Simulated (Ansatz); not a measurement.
# Slab bands of Ag(111)-(√3×√3)R30°-Sb surface alloy, part 3 of 3

Wanted: the bands of Ag(111)-(√3×√3)R30°-Sb surface alloy, and its levels against the vacuum.

Ansatz 0.2.0; plane-wave DFT, PBE, Ansatz PAW (the session's first sound run).

So far, work function, upper face (eV): step 2 (relaxation, PBE) 4.28; step 3 (band structure, smearing width 0.05 eV, PBE) 4.26; step 4 (PBE spin-orbit, band structure, smearing width 0.05 eV) 4.26.

### Step 5. Close to the zone centre

Level of this step: plane-wave DFT, PBE, fully relativistic PAW with spin-orbit coupling (Ansatz).

A Rashba splitting shows at small k, so a short path out of the zone centre is sampled finely.

input.yaml reads:

```yaml
crystal:
  lattice:
    - [5.009206524, 0.0, 0.0]
    - [2.504603262, 4.3381001026, 0.0]
    - [0.0, 0.0, 28.0454504039]
  atoms:
    - { symbol: Ag, position: [1.7e-09, 0.3333333317, 0.3209076649] }
    - { symbol: Ag, position: [0.3333333317, 0.6666666667, 0.3209076649] }
    - { symbol: Ag, position: [0.6666666667, 1.7e-09, 0.3209076649] }
    - { symbol: Ag, position: [0.0, 0.0, 0.4051053714] }
    - { symbol: Ag, position: [0.3333333333, 0.3333333333, 0.4051053714] }
    - { symbol: Ag, position: [0.6666666667, 0.6666666667, 0.4051053714] }
    - { symbol: Ag, position: [0.0017300044, 0.6666666667, 0.4911137101] }
    - { symbol: Ag, position: [0.331603329, 0.0017300044, 0.4911137101] }
    - { symbol: Ag, position: [0.6666666667, 0.331603329, 0.4911137101] }
    - { symbol: Ag, position: [-0.0019389111, 0.3352722444, 0.5769325643] }
    - { symbol: Ag, position: [0.3352722444, 0.6666666667, 0.5769325643] }
    - { symbol: Ag, position: [0.6666666667, -0.0019389111, 0.5769325643] }
    - { symbol: Ag, position: [0.0, 0.0, 0.6660307043] }
    - { symbol: Ag, position: [0.3333333333, 0.3333333333, 0.6660307043] }
    - { symbol: Sb, position: [0.6666666667, 0.6666666667, 0.6707565214] }
hamiltonian:
  xc: pbe
  pseudopotentials: { kind: paw_fr }
magnetization:
  noncollinear: true
  spin_orbit: true
scf:
  occupations: { method: fermi_dirac, width: 0.05 }
  convergence: { dr2_threshold: 1.0e-08 }
efield:
  axis: 3
  dipole_correction: true
  ramp_position: 0.97
  ramp_width: 0.06
output:
  fatbands: true
  write_potential: true
  write_density: true
  volumetric_format: npy
kpoints:
  mp_grid: { grid: [12, 12, 1] }
  band_path: { path: [[0, 0, 0], [0.2071, 0, 0]], npoints: 30 }
```

The run is started by

```console
$ ansatz run input.yaml --threads 8 --pin off --max-ram 12288MiB --backend cpu --events-out ev --progress --plain --runs-dir out
```

Numbers of over 12 decimals in the logs are rounded to 6 here.

The program printed:

```text
[...]
Crystal: 15 atoms, lattice volume = 609.440 Å³
Basis set: ecut = 420 eV, 12003 PW (Γ)
Bands: 338, of which v1, the nominal top of the filled ones, is band 281 counted from 1 (280 counted from 0)
Symmetry: 6 space group operations + 6 with time reversal
[...]
k-points: 19 of 144 (time reversal used)
Projection manifold: j_resolved (fully-relativistic pseudo-atomic orbitals)
[...]
SCF iter   1: F=—  HF=-112789.197195 eV  |F-HF|=—  |Δ(HF+E_count)|=         —  Δρ=4.17e-2  dr2=1.21e1  dr2_m=0.00e0 (ungated)  ethr=3.10e-3  |M|=0.00e0 ∫|m|=0.00e0 μB  |m|>n=0.0e0 m-floor=0.0e0 τ_xc=0.0e0  β_m=1.00  p=-0.000 e·Å  D=-2.18e-7 V/Å  ΔV_dip=0.00 eV  dr2_dipole=3.33e-3  V_vac-E_F(+/−)=4.59/4.59 eV  ⟨swp⟩=9.1  Hψ=32956  notcnv=0  defer=687
[...]
SCF iter  11: F=-112785.978013 eV  HF=-112785.978013 eV  |F-HF|=2.07e-9  |Δ(HF+E_count)|=   1.54e-8  Δρ=7.70e-7  dr2=4.12e-9  dr2_m=0.00e0 (ungated)  ethr=3.56e-12  |M|=0.00e0 ∫|m|=0.00e0 μB  |m|>n=0.0e0 m-floor=0.0e0 τ_xc=0.0e0  p=0.019 e·Å  D=5.57e-3 V/Å  ΔV_dip=-0.16 eV  dr2_dipole=9.78e-11  V_vac-E_F(+/−)=4.26/4.42 eV  ⟨swp⟩=15.1  Hψ=28939  notcnv=0
SCF 1 converged in 11 iterations: F = -112785.978013 eV  dr2 = 4.12e-9
[...]
SCF converged after 11 iterations
Magnetization: |M| = 0.0000 μB,  M = (+0.0000, +0.0000, +0.0000) μB
Absolute magnetization: 0.0000 μB (∫|m|)
  site 0: m = (+0.0000, +0.0000, +0.0000) μB, |m| = 0.0000 μB  (R = 1.19 Å)
  site 1: m = (+0.0000, +0.0000, +0.0000) μB, |m| = 0.0000 μB  (R = 1.19 Å)
  site 2: m = (+0.0000, +0.0000, +0.0000) μB, |m| = 0.0000 μB  (R = 1.19 Å)
  site 3: m = (+0.0000, +0.0000, +0.0000) μB, |m| = 0.0000 μB  (R = 1.19 Å)
  site 4: m = (+0.0000, +0.0000, +0.0000) μB, |m| = 0.0000 μB  (R = 1.19 Å)
  site 5: m = (+0.0000, +0.0000, +0.0000) μB, |m| = 0.0000 μB  (R = 1.19 Å)
  site 6: m = (+0.0000, +0.0000, +0.0000) μB, |m| = 0.0000 μB  (R = 1.19 Å)
  site 7: m = (+0.0000, +0.0000, +0.0000) μB, |m| = 0.0000 μB  (R = 1.19 Å)
  site 8: m = (+0.0000, +0.0000, +0.0000) μB, |m| = 0.0000 μB  (R = 1.19 Å)
  site 9: m = (+0.0000, +0.0000, +0.0000) μB, |m| = 0.0000 μB  (R = 1.19 Å)
  site 10: m = (+0.0000, +0.0000, +0.0000) μB, |m| = 0.0000 μB  (R = 1.19 Å)
  site 11: m = (+0.0000, +0.0000, +0.0000) μB, |m| = 0.0000 μB  (R = 1.19 Å)
  site 12: m = (+0.0000, +0.0000, +0.0000) μB, |m| = 0.0000 μB  (R = 1.19 Å)
  site 13: m = (+0.0000, +0.0000, +0.0000) μB, |m| = 0.0000 μB  (R = 1.19 Å)
  site 14: m = (+0.0000, +0.0000, +0.0000) μB, |m| = 0.0000 μB  (R = 1.19 Å)
Free energy (F): -112785.978013 eV
[...]
Internal energy: -112785.949437 eV  (E = F + TS)
E sigma→0 (E₀):  -112785.963725 eV
Entropy (-TS):   -0.028576 eV (-1.905 meV/atom)
Fermi energy:    4.916358 eV
Dipole field:    D = 0.005559 V/Å  (p = 0.018722 e·Å, saw-weighted, corrected)
Work function:   Φ+ = 4.2638 eV   Φ− = 4.4197 eV
[...]
--- Band table (eV; the first three rows and the last of 19) ---
  k-point 0: bands = [... 277 lower, 5.4193, 5.6043, 5.6043, 7.3067, 7.3067, 7.4682, 7.4682, 7.7944, ... 53 higher]
  k-point 1: bands = [... 277 lower, 5.1945, 5.4693, 5.5191, 6.9164, 6.9387, 7.2280, 7.2391, 7.5411, ... 53 higher]
  k-point 2: bands = [... 277 lower, 5.0229, 5.4070, 5.4481, 5.7490, 5.7607, 6.4711, 6.5164, 6.8727, ... 53 higher]
  k-point 18: bands = [... 277 lower, 2.9807, 2.9859, 3.0119, 3.9641, 3.9641, 4.6354, 4.6354, 4.6398, ... 53 higher]
```

Elapsed: 20 min, on 8 threads of Arm Neoverse V2, shared host; peak memory 12 GiB; 2.6 h of CPU time.

Electronic bands along the path, in eV, zero at the Fermi level:

| point | band 273 | band 274 | band 275 | band 276 | band 277 | band 278 | band 279 | band 280 |
| --- | --- | --- | --- | --- | --- | --- | --- | --- |
| Γ | -0.60 | -0.60 | -0.29 | -0.29 | 0.50 | 0.50 | 0.69 | 0.69 |
| halfway | -0.90 | -0.86 | -0.15 | -0.14 | 0.15 | 0.15 | 0.53 | 0.59 |
| end | -1.43 | -1.39 | -0.60 | -0.59 | 0.22 | 0.26 | 0.26 | 0.27 |

The levels on this short path go into the next step.

### Step 6. Spin splitting

This step: plane-wave DFT, PBE, fully relativistic PAW with spin-orbit coupling; spin splitting near the zone centre (Ansatz 0.2.0).

Levels that meet at the zone centre are followed outwards; a split that grows in proportion to k gives the Rashba parameter as ΔE/2k.

Numbers from this step:

```
largest split over 2k that stays linear in k : 0.2517 eV Å
```

Groups of levels that meet at the zone centre and whose split, tested at two k, grows in proportion to k or stays under 1 meV; groups that fail this test are left out. Spin splitting, by row:

| level at the first point (eV from the Fermi level) | states | split at k = 0.030 1/A (eV) | split over 2k (eV Å) |
| --- | --- | --- | --- |
| -2.247 | 2 | 0.006 | 0.1 |
| -0.5956 | 2 | 0.0151 | 0.2517 |
| -0.2888 | 2 | 4.00e-4 | 0 |

### Step 7. A changed input

This step: plane-wave DFT, PBE, Ansatz PAW (Ansatz 0.2.0).

An input spoilt on purpose, to show how the run answers: it repeats the earlier run with kpoints.mp_grid.grid from [12, 12, 1] to [1, 1, 1], and scf.max_iter set to 80; its output block differs too.

input.yaml, as its differences from that of step 5:

```diff
@@ -21,11 +21,13 @@
     - { symbol: Sb, position: [0.6666666667, 0.6666666667, 0.6707565214] }
+kpoints:
+  mp_grid: { grid: [1, 1, 1] }
+  band_path:
+    path: [[0, 0, 0], [0.5, 0, 0], [0.66666667, 0.33333333, 0], [0, 0, 0]]
+    npoints: 24
 hamiltonian:
   xc: pbe
-  pseudopotentials: { kind: paw_fr }
-magnetization:
-  noncollinear: true
-  spin_orbit: true
 scf:
   occupations: { method: fermi_dirac, width: 0.05 }
-  convergence: { dr2_threshold: 1.0e-08 }
+  convergence: { dr2_threshold: 1.0e-09 }
+  max_iter: 80
 efield:
@@ -37,2 +39,3 @@
   fatbands: true
+  dos: { projected: true, e_range: [-8, 5] }
   write_potential: true
@@ -40,4 +43 @@
   volumetric_format: npy
-kpoints:
-  mp_grid: { grid: [12, 12, 1] }
-  band_path: { path: [[0, 0, 0], [0.2071, 0, 0]], npoints: 30 }
```

The program printed:

```text
[...]
Crystal: 15 atoms, lattice volume = 609.440 Å³
Basis set: ecut = 420 eV, 12003 PW (Γ)
Bands: 169, of which v1, the nominal top of the filled ones, is band 141 counted from 1 (140 counted from 0)
Symmetry: 6 space group operations
[...]
k-points: 1
[...]
SCF iter   1: F=—  HF=-112744.866062 eV  |F-HF|=—  |Δ(HF+E_count)|=         —  Δρ=2.45e-2  dr2=9.34e1  ethr=1.77e-3  p=0.005 e·Å  D=1.45e-3 V/Å  ΔV_dip=-0.04 eV  dr2_dipole=3.07e1  V_vac-E_F(+/−)=1.88/1.92 eV  ⟨swp⟩=7.0  Hψ=680  notcnv=0  defer=10
[...]
SCF iter  29: F=-112739.521686 eV  HF=-112739.521686 eV  |F-HF|=3.64e-10  |Δ(HF+E_count)|=  2.47e-10  Δρ=2.85e-7  dr2=9.04e-10  ethr=1.00e-12  p=-0.058 e·Å  D=-1.71e-2 V/Å  ΔV_dip=0.48 eV  dr2_dipole=4.69e-11  V_vac-E_F(+/−)=4.07/3.59 eV  ⟨swp⟩=12.0  Hψ=639  notcnv=0
SCF 1 converged in 29 iterations: F = -112739.521686 eV  dr2 = 9.04e-10
[...]
SCF converged after 29 iterations
Free energy (F): -112739.521686 eV
[...]
Internal energy: -112739.292415 eV  (E = F + TS)
E sigma→0 (E₀):  -112739.407051 eV
Entropy (-TS):   -0.229271 eV (-15.285 meV/atom)
Fermi energy:    6.351757 eV
Dipole field:    D = -0.017125 V/Å  (p = -0.057675 e·Å, saw-weighted, corrected)
Work function:   Φ+ = 4.0735 eV   Φ− = 3.5933 eV
[...]
--- Band table (eV) ---
  k-point 0: bands = [... 137 lower, 5.0244, 6.2532, 6.2532, 6.3834, 6.3834, 6.5300, 6.5761, 6.5761, ... 24 higher]
```

It took 2.8 min on 8 threads; peak memory 6.5 GiB.

| quantity | this run | earlier run | difference |
| --- | --- | --- | --- |
| work function, upper face (eV) | 4.074 | 4.264 | -0.19 |
| work function, lower face (eV) | 3.593 | 4.414 | -0.82 |
| dipole along the normal (e·Å) | -0.05767 | 0.01800 | -0.076 |

What moves beyond 0.01 in its unit (for the dipole 0.5 % and 5e-5 e·Å): dipole along the normal (-0.0757 e·Å), work function, lower face (-0.82 eV) and work function, upper face (-0.19 eV).

The fault (one k-point for a small cell) shows in the results, which are not taken further.

### Step 8. Summary of results

```yaml
work_function_upper_face: 4.26 eV
work_function_lower_face: 4.41 eV
largest_split_over_2k_that_stays_linear_in_k: 0.252 eV Å
```

**Reading.** No level at the symmetry points, from 3 eV under the Fermi level to 2.0 eV over it, passes the bound for weight on the outer layers. The strongest linear splitting near the zone centre, 0.25 eV·Å, belongs to the levels at -0.60 eV. The in-plane lattice is held at a typed value, so part of the relaxation answers the strain against the functional's own lattice constant. Image-potential states are missing at this level, since the potential falls off too fast in the vacuum.

[Logs are printed without paths, hosts, clocks, repeated set-up lines and the standing remarks that a program may print on its own settings, such as how far it seeks lower states.]

[Hosts, paths, dates, database ids (printed as entryN), source tags and the programs' standing remarks are cut or masked in the printed files.]

[Maps of the electrostatic potential energy from Ansatz leave out the sawtooth potential of an applied field or a dipole correction, so their vacuum need not be flat; planar profiles and work functions include it.]
